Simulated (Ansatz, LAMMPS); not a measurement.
# What went wrong? liquid (Na,Li,Rb)(Br,I) at 900 K (66 atoms)

Program: Ansatz 0.2.0. The cell: 7 Na, 11 Li, 15 Rb, 22 Br and 11 I.

Input file input.yaml:

```yaml
crystal:
  lattice:
    - [14.0248, 0.0, 0.0]
    - [0.0, 14.0248, 0.0]
    - [0.0, 0.0, 14.0248]
  atoms:
    - { symbol: Na, position: [0.63382, 0.12182, 0.79542] }
    - { symbol: Na, position: [0.31694, 0.57605, 0.20787] }
    - { symbol: Na, position: [0.92353, 0.62906, 0.10605] }
    - { symbol: Na, position: [0.91087, 0.91221, 0.99953] }
    - { symbol: Na, position: [0.97044, 0.81143, 0.7266] }
    - { symbol: Na, position: [0.11142, 0.48042, 0.21238] }
    - { symbol: Na, position: [0.60289, 0.18518, 0.45292] }
    - { symbol: Li, position: [0.43162, 0.90803, 0.38357] }
    - { symbol: Li, position: [0.69378, 0.44209, 0.86001] }
    - { symbol: Li, position: [0.04752, 0.11563, 0.80966] }
    - { symbol: Li, position: [0.92892, 0.69037, 0.38999] }
    - { symbol: Li, position: [0.14992, 0.20814, 0.08186] }
    - { symbol: Li, position: [0.15129, 0.95938, 0.54644] }
    - { symbol: Li, position: [0.93858, 0.36052, 0.33567] }
    - { symbol: Li, position: [0.19076, 0.6717, 0.45608] }
    - { symbol: Li, position: [0.16002, 0.40346, 0.55258] }
    - { symbol: Li, position: [0.96778, 0.92925, 0.35364] }
    - { symbol: Li, position: [0.44283, 0.31651, 0.06254] }
    [... 42 atom lines left out ...]
    - { symbol: I, position: [0.14599, 0.23131, 0.67437] }
    - { symbol: I, position: [0.43732, 0.37091, 0.24547] }
    - { symbol: I, position: [0.12528, 0.68383, 0.10434] }
    - { symbol: I, position: [0.4707, 0.29536, 0.58725] }
    - { symbol: I, position: [0.22941, 0.40644, 0.04422] }
    - { symbol: I, position: [0.41866, 0.74682, 0.08883] }
kpoints:
  mp_grid: { grid: [1, 1, 1] }
hamiltonian:
  xc: pbe
scf:
  occupations: { method: fixed }
  eigensolver: { kind: { support_functions: { accuracy: medium, radius: 4.35 } } }
  mixing: { beta: 0.4 }
  max_iter: 150
output:
  forces: true
  eigenvalues: true
```

On the command line:

```sh
$ ansatz run input.yaml --threads 4 --pin off --max-ram 8192MiB --backend cpu --events-out ev --progress --plain --runs-dir out
```

The program printed:

```text
Warning: scf.eigensolver.kind.support_functions: disabling space-group detection — the functions' gradient is summed over unrotated k-points, so no spatial operation reduces the k-mesh or symmetrises the density; time reversal is kept, so that k and −k are solved as one point where they differ and the mesh holds both, and exact exchange and, on two spinor components, a DFT+U term hold to it where the run has them: [...]
settings of this run that can trade accuracy for cost: scf.eigensolver.kind.support_functions [...]
Engine: ansatz 0.2.0, aarch64-unknown-linux-gnu
Pseudopotentials: kind: paw
Pseudopotential: Na, paw, valence charge 9, recommended cutoff 420 eV (normal), Na.paw.azcp
Pseudopotential: Li, paw, valence charge 3, recommended cutoff 420 eV (normal), Li.paw.azcp
Pseudopotential: Rb, paw, valence charge 9, recommended cutoff 420 eV (normal), Rb.paw.azcp
Pseudopotential: Br, paw, valence charge 7, recommended cutoff 420 eV (normal), Br.paw.azcp
Pseudopotential: I, paw, valence charge 17, recommended cutoff 420 eV (normal), I.paw.azcp
[... 5 lines on functional and potentials left out ...]
Error: SCF: the radius of support functions is under 4.87 Å, the least for these sites at the functions' level (scf.eigensolver.kind.support_functions.accuracy). Use scf.eigensolver.kind: auto, or type scf.eigensolver.kind.support_functions.radius at least as long, [...]
```

The job ended after 2.5 s (4 threads of Arm Neoverse V2, shared host; peak memory 0.54 GiB; 7.8 s of CPU time).

What is at fault here, and what would mend it?

A radius under the least that the level allows: support_functions.radius = 4.35.

The fix is to use a longer radius.

The run ended with an error.

[Logs are printed without paths, hosts, clocks, repeated set-up lines and the standing remarks that a program may print on its own settings, such as how far it seeks lower states.]

[Hosts, paths, dates, database ids (printed as entryN), source tags and the programs' standing remarks are cut or masked in the printed files.]
